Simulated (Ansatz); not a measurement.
# A hypothetical structure for Cr2CdAs2, part 2 of 2

This structure for Cr2CdAs2 is made up. Its elements were placed in a known structure type with a cell scaled to their sizes. What cell does the guess relax to, and how far off was it?

Ansatz 0.2.0; DFT, PBEsol, plane-wave PAW, files of the set soft_1, scalar-relativistic, ferromagnetic start, cell and ions relaxed at zero pressure; PAW set soft_1 (the session's first sound run).

So far: The starting structure; Relaxation of the guess. The relaxed cell has a = 4.168, c = 9.692 Å (conventional setting).

## Step 3: Bands of the relaxed cell

With the geometry fixed, one more self-consistent run, with a narrower smearing and the mesh shown in its input, gives the bands, and its pressure, and its forces where symmetry allows any, show how far the geometry depends on these settings.

This step: DFT, PBEsol, plane-wave PAW, files of the set soft_1, scalar-relativistic, ferromagnetic start, bands and density of states at the relaxed cell; PAW set soft_1 (Ansatz 0.2.0).

Input file input.yaml:

```yaml
crystal:
  lattice:
    - [-2.0840617613, 2.0840617613, 4.8457963779]
    - [2.0840617613, -2.0840617613, 4.8457963779]
    - [2.0840617613, 2.0840617613, -4.8457963779]
  atoms:
    - { symbol: Cd, position: [0.0, 0.0, 0.0] }
    - { symbol: As, position: [0.6293145235, 0.6293145235, 0.0] }
    - { symbol: As, position: [0.3706854765, 0.3706854765, 0.0] }
    - { symbol: Cr, position: [0.25, 0.75, 0.5], spin: 1.8 }
    - { symbol: Cr, position: [0.75, 0.25, 0.5], spin: 1.8 }
magnetization:
  spin_polarized: true
kpoints:
  mp_grid: { grid: [10, 10, 10] }
  band_path:
    path:
      - [[0.0, 0.0, 0.0], [0.0, 0.0, 0.5], [-0.09248278, 0.09248278, 0.5], [-0.29624139, 0.29624139, 0.29624139], [0.0, 0.0, 0.0], [0.5, 0.5, -0.5], [0.29624139, 0.70375861, -0.29624139], [0.0, 0.5, 0.0], [0.25, 0.25, 0.25], [0.5, 0.5, -0.09248278], [0.5, 0.5, -0.5]]
      - [[0.0, 0.0, 0.5], [0.25, 0.25, 0.25]]
    npoints: 7
scf:
  occupations: { method: fermi_dirac, width: 0.03 }
  n_extra_bands: 11
hamiltonian:
  xc: pbesol
  pseudopotentials: { kind: paw, azcp: { folder: soft_1 }, xc_functional: pbe }
output:
  forces: true
  stress: true
  write_bands: true
  dos: { projected: true }
  write_density: true
  write_potential: true
  elf: true
  volumetric_format: npy
```

On the command line:

```sh
$ ansatz run input.yaml --threads 4 --pin off --max-ram 8192MiB --backend cpu --events-out ev --progress --plain --runs-dir out
```

Numbers of over 12 decimals in the logs are rounded to 6 here.

Log:

```text
[...]
Crystal: 5 atoms, lattice volume = 84.187 Å³
Basis set: ecut = 420 eV, 1653 PW (Γ), exchange–correlation on 80×80×80 points (8 copies of the dense FFT grid, shifted against one another)
Bands: 50, of which v1, the nominal top of the filled ones, is band 39 counted from 1 (38 counted from 0)
Symmetry: 16 space group operations
[...]
k-points: 102 of 1000
[...]
Starting moments: Σ|m| = 3.6 μB on 2 of 5 sites
[...]
SCF iter   1: F=—  HF=-24511.688401 eV  |F-HF|=—  |Δ(HF+E_count)|=         —  Δρ=7.56e-2 (↑7.56e-2 ↓4.12e-2)  dr2=1.15e1  dr2_m=3.99e-1  M=2.336 μB ∫|m|=2.592 μB  β_m=0.30  ethr=3.10e-3  ⟨swp⟩=6.1  Hψ=34318  notcnv=0
[...]
SCF iter  14: F=-24508.130534 eV  HF=-24508.130534 eV  |F-HF|=3.30e-8  |Δ(HF+E_count)|=   1.68e-8  Δρ=3.13e-6 (↑3.13e-6 ↓2.27e-6)  dr2=3.55e-8  dr2_m=1.69e-10  M=4.020 μB ∫|m|=4.607 μB  ethr=5.20e-11  ⟨swp⟩=11.4  Hψ=62774  notcnv=0
SCF 1 converged in 14 iterations: F = -24508.130534 eV  dr2 = 3.55e-8
[...]
NSCF: frozen V_eff on 79 k-points
SCF converged after 14 iterations
Magnetization: 4.0204 μB (41.0102 up, 36.9898 down)
Absolute magnetization: 4.6046 μB (∫|ρ↑−ρ↓|, with the PAW one-centre terms)
[...]
Per-site moments (μB) at R_I (Å): [(-0.038811, 1.318307), (-0.078973, 0.985811), (-0.078973, 0.985811), (1.863756, 0.985811), (1.863756, 0.985811)]
Free energy (F): -24508.130534 eV
[...]
Internal energy: -24508.121801 eV  (E = F + TS)
E sigma→0 (E₀):  -24508.126168 eV
Entropy (-TS):   -0.008733 eV (-1.747 meV/atom)
Fermi energy:    14.251511 eV
[...]
--- Forces (eV/Å), atoms counted from 1 ---
  atom   1  Cd     0.00000000     0.00000000     0.00000000
  atom   2  As    -0.00000000     0.00000000     0.00205114
  atom   3  As    -0.00000000     0.00000000    -0.00205114
  atom   4  Cr     0.00000000    -0.00000000     0.00000000
  atom   5  Cr    -0.00000000    -0.00000000    -0.00000000
  max |Σ_I F_I| component: 9.11e-18 eV/Å
--- Stress (GPa, compression-positive) ---
        0.098387      -0.000000      -0.000000
       -0.000000       0.098387       0.000000
       -0.000000       0.000000       0.145019
  P = ⅓ Tr σ = 0.1139 GPa (1.139 kbar)
--- Band table (eV; the first three rows and the last of 204) ---
  k-point 0 ↑: bands = [... 35 lower, 11.7905, 11.8411, 13.5461, 13.9358, 14.3824, 14.3824, 14.6973, 15.0647, ... 7 higher]
  k-point 1 ↑: bands = [... 35 lower, 11.8696, 12.3696, 13.5311, 13.7907, 14.0447, 14.1984, 14.7564, 15.2662, ... 7 higher]
  k-point 2 ↑: bands = [... 35 lower, 11.8667, 12.9544, 13.4345, 13.4938, 13.7310, 13.9249, 14.6952, 14.9462, ... 7 higher]
  k-point 101 ↓: bands = [... 35 lower, 12.9054, 13.1937, 14.8549, 15.5300, 15.5300, 15.9225, 15.9526, 16.5198, ... 7 higher]
```

It took 18 s on 4 threads of Intel Xeon Platinum 8488C (Sapphire Rapids), shared host; peak memory 0.94 GiB; 70 s of CPU time.

The column dr2 measures how far the density is from self-consistency, as an energy; F and HF (Harris–Foulkes) agree once it is small.

This step gave:

```yaml
free_energy: -24508.1305 eV
energy_at_zero_smearing: -24508.1262 eV
smearing_term_ts: 0.008733 eV
magnetization: 4.020 μB
absolute_magnetization: 4.605 μB
site_moments: -0.03881, -0.07897, -0.07897, 1.864, 1.864 μB
pressure: 0.1139 GPa
```

bands.tsv at the labelled points (eV, zero at the Fermi level; the bands that come nearest the Fermi level along the path):

```
point  band_38_up  band_39_up  band_40_up  band_41_up  band_35_dn  band_36_dn  band_37_dn  band_38_dn
    Γ       -0.32        0.13        0.13        0.45       -2.16       -1.33        1.05        1.65
    X       -1.22       -0.53       -0.52        0.57       -1.83       -0.84        0.30        0.34
    Y       -0.97       -0.71       -0.56        0.77       -1.57       -0.69        0.15        0.42
    S       -1.21       -0.96       -0.09        0.71       -0.76       -0.27        0.12        0.48
    Γ       -0.32        0.13        0.13        0.45       -2.16       -1.33        1.05        1.65
    Z       -0.44       -0.44       -0.31        0.81       -1.35       -1.06        0.60        1.28
   S1       -1.21       -0.96       -0.09        0.71       -0.76       -0.27        0.12        0.48
    N       -1.27       -0.92       -0.08        1.18       -0.26       -0.21        0.05        0.07
    P       -0.54       -0.51       -0.41       -0.41       -1.11       -0.32       -0.32        1.10
   Y1       -0.97       -0.71       -0.56        0.77       -1.57       -0.69        0.15        0.42
    Z       -0.44       -0.44       -0.31        0.81       -1.35       -1.06        0.60        1.28
    X       -1.22       -0.53       -0.52        0.57       -1.83       -0.84        0.30        0.34
    P       -0.54       -0.51       -0.41       -0.41       -1.11       -0.32       -0.32        1.10
```

Site moment by atom:

| atom | site moment (μB) |
| --- | --- |
| Cd1 | -0.04 |
| As2 | -0.08 |
| As3 | -0.08 |
| Cr4 | 1.86 |
| Cr5 | 1.86 |

Spin density in the ab plane of the cell as run, not the conventional one, at fractional z = 0.000, with atoms of Cd and As within 0.2 Å of it.

Values in units of 1e-2 e/Å³, 16 rows by 16 columns, each cell a mean:
```
 0.2  0.6 -0.1 -0.7 -0.3  0.2  0.5  0.7  0.9  1.1  0.9  0.3 -0.4 -0.9 -0.5  0.4
 0.3  0.2 -0.4 -0.7 -0.5 -0.3 -0.3 -0.4 -0.2  0.2  0.3  0.0 -0.5 -0.9 -1.0 -0.5
-0.6 -0.6 -0.7 -0.6 -0.5 -0.6 -1.1 -1.7 -1.9 -1.5 -1.1 -0.9 -0.8 -0.8 -0.9 -0.9
-0.5 -0.6 -0.6 -0.5 -0.4 -0.6 -1.3 -2.4 -2.9 -2.5 -2.3 -2.1 -1.5 -0.8 -0.5 -0.4
 0.1 -0.2 -0.5 -0.5 -0.4 -0.4 -0.8 -1.8 -2.0 -0.7 -1.1 -2.5 -2.1 -0.9  0.0  0.3
 0.7  0.1 -0.6 -0.9 -0.7 -0.3 -0.1 -0.4 -0.6  1.1  2.6 -1.1 -2.3 -1.1  0.3  0.9
 1.1  0.2 -0.9 -1.7 -1.8 -0.8  0.2  0.6  0.5  0.2  1.1 -0.7 -2.5 -1.5  0.2  1.1
 1.1  0.4 -1.0 -2.5 -2.7 -1.5  0.0  0.9  1.1  0.5 -0.6 -2.0 -2.9 -1.9 -0.2  0.9
 1.2  0.7 -0.7 -2.4 -2.4 -0.4  0.1  0.6  0.9  0.6 -0.4 -1.8 -2.4 -1.7 -0.4  0.7
 1.1  0.8 -0.3 -1.9 -2.1  1.4  1.9  0.1  0.0  0.2 -0.1 -0.8 -1.3 -1.1 -0.3  0.5
 0.6  0.5 -0.3 -1.6 -2.5 -0.9  1.4 -0.4 -1.5 -0.8 -0.3 -0.4 -0.6 -0.6 -0.3  0.2
-0.1 -0.1 -0.5 -1.2 -2.2 -2.5 -2.1 -2.4 -2.7 -1.8 -0.7 -0.4 -0.4 -0.5 -0.5 -0.3
-0.7 -0.7 -0.7 -0.9 -1.2 -1.6 -1.9 -2.4 -2.5 -1.7 -0.9 -0.5 -0.5 -0.6 -0.7 -0.7
-0.5 -1.0 -1.0 -0.7 -0.5 -0.3 -0.3 -0.7 -1.0 -0.9 -0.6 -0.5 -0.6 -0.7 -0.4 -0.1
 0.5 -0.4 -1.0 -0.7 -0.1  0.5  0.8  0.7  0.4  0.2  0.1 -0.2 -0.6 -0.6  0.2  0.6
-0.4  0.5 -0.5 -0.7 -0.1  0.6  1.1  1.2  1.1  1.1  0.7  0.1 -0.5 -0.6  0.3  0.2
```
Columns run along a (5.7 Å), rows up along b (5.7 Å). Atoms in or near the plane, at fractional coordinates: Cd at (0.00, 0.00), As at (0.63, 0.63), As at (0.37, 0.37).

Electrostatic potential energy in the ab plane of the cell as run, not the conventional one, at fractional z = 0.000, with atoms of Cd and As within 0.2 Å of it. With pseudopotentials it is smooth inside the atoms' cores, unlike the true potential.

Values in eV, 16 rows by 16 columns, each cell a mean:
```
-15 -15 -10   4  14  16  16  15  14  15  16  17  15   8  -6 -14
-12 -13  -9   3  14  16  16  14  13  13  15  16  17  14   6  -6
  0  -4  -1   8  14  15  14   9   4   4   9  14  16  16  14   8
 13  11  11  13  15  15  12   1  -3   0  -1   5  14  16  17  15
 16  16  15  15  15  15  12  -1   4  20  16   0   5  14  16  17
 16  16  16  15  14  14  13   2   3  23  25  16  -1   9  15  16
 15  15  14  10   5   6  10   9  -1  10  23  20   0   4  13  15
 15  14  11   1  -3  -1  -1   6   6  -1   3   4  -3   4  13  14
 15  14  10  -2   5  19  10  -1   6   9   2  -1   1   9  14  15
 16  15  12   0   6  25  24  10  -1  10  13  12  12  14  16  16
 16  16  15   8  -2  17  25  19  -1   6  14  15  15  15  16  16
 16  17  16  14   6  -2   6   5  -3   5  14  15  15  14  14  14
 10  14  16  16  14   8   0  -2   1  10  15  15  13   8   3   4
 -5   5  14  16  16  15  12  10  11  14  16  15  11  -1  -9 -10
-14  -8   5  14  17  16  15  14  14  15  16  16  11  -4 -13 -15
-15 -14  -5  10  16  16  16  15  15  15  16  16  13   0 -12 -15
```
Columns run along a (5.7 Å; values clipped at the 3rd and 97th percentile), rows up along b (5.7 Å). Atoms in or near the plane, at fractional coordinates: Cd at (0.00, 0.00), As at (0.63, 0.63), As at (0.37, 0.37).

ELF in the ab plane of the cell as run, not the conventional one, at fractional z = 0.000, with atoms of Cd and As within 0.2 Å of it. It is the smooth field of the valence electrons, not physical close to the nuclei.

Ten even steps from '_' (0.09) to '@' (0.92), each cell a mean:
```
@@**--....::--------::......::++
====--..__::==++++++--::......::
::::::..__::++******++--........
....______..==****++++==--......
......____..==++==....====--::..
::--------::==++==____..++++--::
--==****++++++****--__..++**++--
--==****++++**####**====****++--
--==****==..::++##**++++****++--
::--++**--____::**++======++==--
::::--++==..__..++++::....::::::
......--====--==++++--________..
........--++********--____......
::........--++******--..__::----
++--......::--======--....::==**
@@++::....::::------::....::==@@
```
Columns run along a (5.7 Å), rows up along b (5.7 Å). Atoms in or near the plane, at fractional coordinates: Cd at (0.00, 0.00), As at (0.63, 0.63), As at (0.37, 0.37).

## Step 4: Outcome

```yaml
space_group_relaxed: I4/mmm
conventional_cell: a = 4.168, b = 4.168, c = 9.692 Å; α = 90.0°, β = 90.0°, γ = 90.0°
volume_per_atom: 16.84 Å³ (guess 15.97)
total_moment: 3.97 μB in the cell of 5 atoms
```

What this shows: Cr2CdAs2 relaxes to I4/mmm with a = 4.168, b = 4.168 and c = 9.692 Å. The guessed volume was 5 % too small. The space group I4/mmm was held in the relaxation, so the end point is a stationary structure within it and may be a saddle against distortions or other arrangements. The input starts from parallel moments, and no other start was typed. Bands cross the Fermi level, so it is a metal or semimetal at this level. On the 10×10×10 mesh with the narrower smearing (relaxed on 10×10×10) the largest force component is 0.002 eV/Å and the largest stress component is 0.145 GPa, against the relaxation's thresholds of 0.015 eV/Å and 0.05 GPa. The cutoff wasn't tested. A vector of the cell changed its length by 11 %, more than the volume shows. No dispersion term is used, so weakly bound directions may come out too long. Nothing here tests whether the compound is stable against decomposition.

[Logs are printed without paths, hosts, clocks, repeated set-up lines and the standing remarks that a program may print on its own settings, such as how far it seeks lower states.]

[Hosts, paths, dates, database ids (printed as entryN), source tags and the programs' standing remarks are cut or masked in the printed files.]
